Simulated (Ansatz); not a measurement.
Planning a run of Ansatz 0.2.0 on Ga2S3 (Cc). The input:

```yaml
crystal:
  lattice:
    - [5.5535, -3.1975, 0.0]
    - [5.5535, 3.1975, 0.0]
    - [-3.6339226554, 0.0, 6.0074160114]
  atoms:
    - { symbol: Ga, position: [0.63979, 0.44447, 0.12512] }
    - { symbol: Ga, position: [0.44447, 0.63979, 0.62512] }
    - { symbol: Ga, position: [0.2682, 0.13232, 0.11559] }
    - { symbol: Ga, position: [0.13232, 0.2682, 0.61559] }
    - { symbol: S, position: [0.9089, 0.0811, 0.9838] }
    - { symbol: S, position: [0.0811, 0.9089, 0.4838] }
    - { symbol: S, position: [0.4303, 0.2453, 0.4999] }
    - { symbol: S, position: [0.2453, 0.4303, 0.9999] }
    - { symbol: S, position: [0.5901, 0.7581, 0.0084] }
    - { symbol: S, position: [0.7581, 0.5901, 0.5084] }
kpoints:
  mp_grid: { grid: [4, 4, 4] }
hamiltonian:
  xc: lda
  pseudopotentials: { kind: paw, azcp: { folder: soft_1 }, xc_functional: pbe }
scf:
  occupations: { method: fixed }
dielectric: {}
```

```sh
ansatz run input.yaml --threads 3 --pin off --max-ram 92160MiB --backend cuda --events-out ev --progress --plain --runs-dir out --devices 1 --max-vram 13GiB
```

**Question.** Estimate wall time and host memory on 1 × NVIDIA H100 80GB HBM3 (shared by 6 runs) with 3 threads of AMD EPYC 7R13 (Zen 3), shared host.

It took 74 s; on shared hardware allow 37 s to 2.5 min. Peak host memory was 3.4 GiB.

[Paths, hosts, dates, memory and timing lines, banners, echoed tables and standing remarks are left out of the program output.]

[Logs are printed without paths, hosts, clocks, repeated set-up lines and the standing remarks that a program may print on its own settings, such as how far it seeks lower states.]

[Runs of the session that timed out or met a known fault of the program may be left out.]

[Cells called generated may have been cut or substituted from an entry of the Crystallography Open Database or the Materials Project.]

[Hosts, paths, dates, database ids (printed as entryN), source tags and the programs' standing remarks are cut or masked in the printed files.]
